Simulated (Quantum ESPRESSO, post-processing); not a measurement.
# K(110), 5 layers: solver and mixing choices, part 4 of 4

Aim: which eigensolver and mixing brings K(110), 5 layers to self-consistency fastest, and whether the result stays the same.

Quantum ESPRESSO 7.5; plane-wave DFT, PBE, GBRV ultrasoft pseudopotentials.

So far. Step 9 (Self-consistent run: cg, local-TF mixing, beta 0.4 …): Counted from each run's own zero (the Fermi level), the vacuum level differs from the first run's by -1 meV. Step 10 (SCF with pw.x: ppcg, local-TF mixing, beta 0.4, history …): The message: “iosys (1): PPCG diagonalization not supported anymore (Dec. 2024)”. This release no longer has that solver; david, paro or rmm-davidson serve.

**11. SCF with pw.x: paro, local-TF mixing, beta 0.4, history 8**

Input file c9.in:

```
&control
  prefix = 'c9'
  outdir = './out'
  pseudo_dir = './pseudo'
  calculation = 'scf'
  tprnfor = .true.
/
&system
  ibrav = 0
  nat = 5
  ntyp = 1
  ecutwfc = 40
  ecutrho = 200
  occupations = 'smearing'
  smearing = 'mv'
  degauss = 0.02
  assume_isolated = 'esm'
  esm_bc = 'bc1'
/
&electrons
  conv_thr = 1e-07
  mixing_beta = 0.4
  electron_maxstep = 80
  mixing_mode = 'local-TF'
  diagonalization = 'paro'
  mixing_ndim = 8
/
ATOMIC_SPECIES
  K   39.0983  k_pbe_v1.4.uspp.F.UPF
CELL_PARAMETERS angstrom
  3.69816846560564 -2.61500000000000 0.00000000000000
  3.69816846560564 2.61500000000000 0.00000000000000
  0.00000000000000 0.00000000000000 30.79267386242257
ATOMIC_POSITIONS crystal
  K   0.000000000000 0.000000000000 -0.240197943324
  K   0.500000000000 0.500000000000 -0.120098971662
  K   0.000000000000 0.000000000000 0.000000000000
  K   0.500000000000 0.500000000000 0.120098971662
  K   0.000000000000 0.000000000000 0.240197943324
K_POINTS automatic
  6 6 1 0 0 0
```

Command:

```sh
$ OMP_NUM_THREADS=1 mpirun -n 4 pw.x -nk 2 -in c9.in > c9.out
```

What it wrote:

```text
[banner, memory and clock lines left out]
Program PWSCF v.7.5 starts
[...]
Message from routine setup:
[...]
number of electrons       =        45.00
     number of Kohn-Sham states=           28
     kinetic-energy cutoff     =      40.0000  Ry
     charge density cutoff     =     200.0000  Ry
[...]
number of k points=    13  Marzari-Vanderbilt smearing, width (Ry)=  0.0200
[...]
Dense  grid:   191989 G-vectors     FFT dimensions: (  40,  40, 270)
[...]
negative rho (up, down):  1.661E-04 0.000E+00
     Starting wfcs are   40 randomized atomic wfcs
[...]
negative rho (up, down):  5.144E-03 0.000E+00
[...]
estimated scf accuracy    <       1.00614339 Ry
[...]
negative rho (up, down):  3.612E-02 0.000E+00
[...]
estimated scf accuracy    <       0.67917381 Ry
[...]
negative rho (up, down):  2.116E-02 0.000E+00
[...]
estimated scf accuracy    <       0.14393433 Ry
[...]
negative rho (up, down):  3.573E-02 0.000E+00
[...]
estimated scf accuracy    <       0.29871578 Ry
[...]
negative rho (up, down):  3.124E-02 0.000E+00
[...]
estimated scf accuracy    <       0.00958060 Ry
[...]
negative rho (up, down):  2.370E-02 0.000E+00
[...]
estimated scf accuracy    <       0.00958718 Ry
[...]
negative rho (up, down):  8.987E-03 0.000E+00
[...]
estimated scf accuracy    <       0.00220695 Ry
[...]
negative rho (up, down):  6.438E-03 0.000E+00
[...]
estimated scf accuracy    <       0.00034581 Ry
[...]
negative rho (up, down):  5.282E-04 0.000E+00
[...]
estimated scf accuracy    <       0.00018855 Ry
[...]
negative rho (up, down):  1.020E-03 0.000E+00
[...]
estimated scf accuracy    <       0.00016842 Ry
[...]
negative rho (up, down):  5.431E-04 0.000E+00
[...]
estimated scf accuracy    <       0.00005353 Ry
[...]
negative rho (up, down):  7.564E-05 0.000E+00
[...]
estimated scf accuracy    <       0.00002202 Ry
[...]
negative rho (up, down):  5.685E-06 0.000E+00
[...]
estimated scf accuracy    <       0.00000242 Ry
[...]
negative rho (up, down):  1.077E-05 0.000E+00
[...]
estimated scf accuracy    <       0.00000122 Ry
[...]
negative rho (up, down):  1.222E-05 0.000E+00
[...]
estimated scf accuracy    <       0.00000060 Ry
[...]
negative rho (up, down):  9.959E-06 0.000E+00
[...]
estimated scf accuracy    <       0.00000011 Ry
[...]
negative rho (up, down):  1.048E-05 0.000E+00
[...]
estimated scf accuracy    <       0.00000012 Ry
[...]
negative rho (up, down):  1.034E-05 0.000E+00
[...]
the Fermi energy is    -2.3556 ev
!    total energy              =    -284.91987346 Ry
     estimated scf accuracy    <          8.6E-09 Ry
     smearing contrib. (-TS)   =      -0.00329640 Ry
     internal energy E=F+TS    =    -284.91657706 Ry
[...]
one-electron contribution =    4033.30513823 Ry
     hartree contribution      =   -2021.83145583 Ry
     xc contribution           =     -44.81255574 Ry
     ewald contribution        =   -2251.57770372 Ry
     convergence has been achieved in  18 iterations
     negative rho (up, down):  1.034E-05 0.000E+00
[...]
Total force =     0.000316     Total SCF correction =     0.000063
[...]
```

Run time: 5.8 min. Hardware: 4 MPI ranks of Arm Neoverse V2, shared host; peak memory 1.1 GiB; 23 min of CPU time.

Read from the output:

* Fermi energy: -2.356 eV
* vacuum line at the lower end of the cell, over the Fermi level: 2.356 eV
* vacuum line at the upper end of the cell, over the Fermi level: 2.356 eV

The program's own clock; routines nest. Time by routine:

```csv
routine,wall time (s),calls
PWSCF,347.9,1
electrons,345.5,1
c_bands,324.7,18
paro_k,243.7,126
h_psi,168.6,5466
vloc_psi,134.2,5466
fftw,127.8,100944
calbec,18.14,5620
h_psi:calbec,16.92,5466
add_vuspsi,16.86,5466
s_psi,16.8,5466
sum_band,9.38,18
mix_rho,7.07,18
ffts,3.94,2128
```

Counted from each run's own zero (the Fermi level), the vacuum level differs from the first run's by +0 meV.

**12. SCF with pw.x: rmm-davidson, local-TF mixing, beta 0.4, history 8**

c10.in, as its differences from the input of step 11:

```diff
@@ -1,3 +1,3 @@
 &control
-  prefix = 'c9'
+  prefix = 'c10'
   outdir = './out'
@@ -24,3 +24,3 @@
   mixing_mode = 'local-TF'
-  diagonalization = 'paro'
+  diagonalization = 'rmm-davidson'
   mixing_ndim = 8
```

Command:

```sh
$ OMP_NUM_THREADS=1 mpirun -n 4 pw.x -nk 2 -in c10.in > c10.out
```

What it wrote:

```text
[banner, memory and clock lines left out]
Program PWSCF v.7.5 starts
[...]
Message from routine setup:
[...]
number of electrons       =        45.00
     number of Kohn-Sham states=           28
     kinetic-energy cutoff     =      40.0000  Ry
     charge density cutoff     =     200.0000  Ry
[...]
number of k points=    13  Marzari-Vanderbilt smearing, width (Ry)=  0.0200
[...]
Dense  grid:   191989 G-vectors     FFT dimensions: (  40,  40, 270)
[...]
negative rho (up, down):  1.661E-04 0.000E+00
     Starting wfcs are   40 randomized atomic wfcs
[...]
negative rho (up, down):  4.475E-03 0.000E+00
[...]
estimated scf accuracy    <       0.72918321 Ry
[...]
negative rho (up, down):  4.234E-02 0.000E+00
[...]
estimated scf accuracy    <       0.51026208 Ry
[...]
negative rho (up, down):  4.848E-02 0.000E+00
[...]
estimated scf accuracy    <       0.07426061 Ry
[...]
negative rho (up, down):  5.491E-02 0.000E+00
[...]
estimated scf accuracy    <       0.28975906 Ry
[...]
negative rho (up, down):  5.106E-02 0.000E+00
[...]
estimated scf accuracy    <       0.25239553 Ry
[...]
negative rho (up, down):  5.170E-02 0.000E+00
[...]
estimated scf accuracy    <       0.13730498 Ry
[...]
negative rho (up, down):  5.239E-02 0.000E+00
[...]
estimated scf accuracy    <       0.14256525 Ry
[...]
negative rho (up, down):  4.763E-02 0.000E+00
[...]
estimated scf accuracy    <       0.13484702 Ry
[...]
negative rho (up, down):  5.427E-02 0.000E+00
[...]
estimated scf accuracy    <       0.07194005 Ry
[...]
negative rho (up, down):  5.645E-02 0.000E+00
[...]
estimated scf accuracy    <       0.08221517 Ry
[...]
negative rho (up, down):  4.005E-02 0.000E+00
[...]
estimated scf accuracy    <       0.12951739 Ry
[...]
negative rho (up, down):  4.153E-02 0.000E+00
[...]
estimated scf accuracy    <       0.03296350 Ry
[...]
negative rho (up, down):  3.463E-02 0.000E+00
[...]
estimated scf accuracy    <       0.12260169 Ry
[...]
negative rho (up, down):  3.073E-02 0.000E+00
[...]
estimated scf accuracy    <       0.10070075 Ry
[...]
negative rho (up, down):  1.903E-02 0.000E+00
[...]
estimated scf accuracy    <       0.08281346 Ry
[...]
negative rho (up, down):  1.612E-02 0.000E+00
[...]
estimated scf accuracy    <       0.04662956 Ry
[...]
negative rho (up, down):  1.814E-02 0.000E+00
[...]
estimated scf accuracy    <       0.04188248 Ry
[...]
negative rho (up, down):  2.540E-02 0.000E+00
[...]
estimated scf accuracy    <       0.02527007 Ry
[...]
negative rho (up, down):  2.252E-02 0.000E+00
[...]
estimated scf accuracy    <       0.01136141 Ry
[...]
negative rho (up, down):  1.846E-02 0.000E+00
[...]
estimated scf accuracy    <       0.00454760 Ry
[...]
negative rho (up, down):  1.712E-02 0.000E+00
[...]
estimated scf accuracy    <       0.00535044 Ry
[...]
negative rho (up, down):  1.779E-02 0.000E+00
[...]
estimated scf accuracy    <       0.00469386 Ry
[...]
negative rho (up, down):  1.518E-02 0.000E+00
[...]
estimated scf accuracy    <       0.00189489 Ry
[...]
negative rho (up, down):  1.002E-02 0.000E+00
[...]
estimated scf accuracy    <       0.00296013 Ry
[...]
negative rho (up, down):  4.123E-03 0.000E+00
[...]
estimated scf accuracy    <       0.00815702 Ry
[...]
negative rho (up, down):  6.829E-04 0.000E+00
[...]
estimated scf accuracy    <       0.00062436 Ry
[...]
negative rho (up, down):  9.388E-05 0.000E+00
[...]
estimated scf accuracy    <       0.00103521 Ry
[...]
negative rho (up, down):  2.139E-04 0.000E+00
[...]
estimated scf accuracy    <       0.00042879 Ry
[...]
negative rho (up, down):  2.073E-06 0.000E+00
[...]
estimated scf accuracy    <       0.00055821 Ry
[...]
negative rho (up, down):  2.023E-05 0.000E+00
[...]
estimated scf accuracy    <       0.00000777 Ry
[...]
negative rho (up, down):  8.994E-05 0.000E+00
[...]
estimated scf accuracy    <       0.00012265 Ry
[...]
negative rho (up, down):  1.867E-04 0.000E+00
[...]
estimated scf accuracy    <       0.00007037 Ry
[...]
negative rho (up, down):  1.337E-04 0.000E+00
[...]
estimated scf accuracy    <       0.00000710 Ry
[...]
negative rho (up, down):  5.016E-05 0.000E+00
[...]
estimated scf accuracy    <       0.00000657 Ry
[...]
negative rho (up, down):  9.229E-06 0.000E+00
[...]
estimated scf accuracy    <       0.00000298 Ry
[...]
negative rho (up, down):  6.465E-06 0.000E+00
[...]
estimated scf accuracy    <       0.00000310 Ry
[...]
negative rho (up, down):  7.399E-06 0.000E+00
[...]
estimated scf accuracy    <       0.00000299 Ry
[...]
negative rho (up, down):  7.833E-06 0.000E+00
[...]
estimated scf accuracy    <       0.00000379 Ry
[...]
negative rho (up, down):  6.249E-06 0.000E+00
[...]
estimated scf accuracy    <       0.00000384 Ry
[...]
negative rho (up, down):  1.235E-05 0.000E+00
[...]
estimated scf accuracy    <       0.00000079 Ry
[...]
negative rho (up, down):  1.259E-05 0.000E+00
[...]
estimated scf accuracy    <       0.00000077 Ry
[...]
negative rho (up, down):  1.039E-05 0.000E+00
[...]
the Fermi energy is    -2.3556 ev
!    total energy              =    -284.91987337 Ry
     estimated scf accuracy    <       0.00000010 Ry
     smearing contrib. (-TS)   =      -0.00329648 Ry
     internal energy E=F+TS    =    -284.91657689 Ry
[...]
one-electron contribution =    4033.30553645 Ry
     hartree contribution      =   -2021.83192973 Ry
     xc contribution           =     -44.81247990 Ry
     ewald contribution        =   -2251.57770372 Ry
     convergence has been achieved in  42 iterations
     negative rho (up, down):  1.039E-05 0.000E+00
[...]
Total force =     0.001088     Total SCF correction =     0.000487
[...]
```

Run time: 2.7 min. Hardware: 4 MPI ranks; peak memory 1.1 GiB; 11 min of CPU time.

The program's own clock; routines nest. Time by routine:

```
     routine  wall time (s)  calls
       PWSCF          161.3      1
   electrons          158.8      1
     c_bands          109.7     42
       h_psi           79.8   1318
        fftw          70.15  54884
    vloc_psi          65.35   1318
   crmmdiagg          52.92    224
      wfcrot          27.49    231
    sum_band          21.89     42
     mix_rho          17.08     42
      calbec           9.71   1640
        ffts           9.48   5100
  add_vuspsi           7.11   1318
h_psi:calbec            7.1   1318
```

Counted from each run's own zero (the Fermi level), the vacuum level differs from the first run's by +0 meV.

**13. The series side by side**

All levels:

```csv
level,vacuum level over the Fermi level (eV),its change from the first (meV),energy from the first (meV an atom),SCF iterations,wall time (s),peak memory (GiB),CPU time (s)
"david, local-TF mixing, beta 0.4, history 8",2.355,0,0,34,213.4,1.06,852.8
"david, plain mixing, beta 0.4, history 8",2.355,-0.2,1.63e-4,26,172,1.06,687.6
"david, plain mixing, beta 0.7, history 8",2.355,0,-4.63e-4,28,141.2,0.73,564.2
"david, TF mixing, beta 0.4, history 8",2.356,0.9,-1.09e-4,29,142.7,1.06,570.1
"david, local-TF mixing, beta 0.7, history 8",2.357,1.7,-3.54e-4,28,182.6,0.6,729.8
"david, local-TF mixing, beta 0.2, history 8",2.356,1.1,-0.001061,45,236.4,1.06,944.8
"david, local-TF mixing, beta 0.4, history 4",2.356,1.2,-7.89e-4,26,148.9,1.03,595
"cg, local-TF mixing, beta 0.4, history 8",2.355,-0.5017,-0.001578,25,163.9,0.99,655.1
"paro, local-TF mixing, beta 0.4, history 8",2.356,0.4,-0.001007,18,348.4,1.06,1393
"rmm-davidson, local-TF mixing, beta 0.4, history 8",2.356,0.4,-7.62e-4,42,161.8,1.1,646.8
```

**14. Outcome**

| Item | Value |
| --- | --- |
| fastest | david, plain mixing, beta 0.7, history 8: 2.4 min, 28 iterations |
| slowest that converged | paro, local-TF mixing, beta 0.4, history 8: 5.8 min, 18 iterations |
| fewest iterations | paro, local-TF mixing, beta 0.4, history 8: 18 |
| largest change of the vacuum level | 2 meV |

In words: The fastest choice is david, plain mixing, beta 0.7, history 8: 2.4 min, 28 iterations. The converged runs took 18 to 45 iterations and agree within 2 meV in the vacuum level; counts also move with the parallel layout and the random start, so differences of a few iterations rank nothing. Refused or stopped by an error: ppcg, local-TF mixing, beta 0.4, history 8. The times come from a shared host and are rough. Peak memory is sampled during the run and can miss the peak. The geometry is as built, not relaxed.

[Logs are printed without paths, hosts, clocks, repeated set-up lines and the standing remarks that a program may print on its own settings, such as how far it seeks lower states.]

[Hosts, paths, dates, database ids (printed as entryN), source tags and the programs' standing remarks are cut or masked in the printed files.]

[Maps of the electrostatic potential energy from Ansatz leave out the sawtooth potential of an applied field or a dipole correction, so their vacuum need not be flat; planar profiles and work functions include it.]
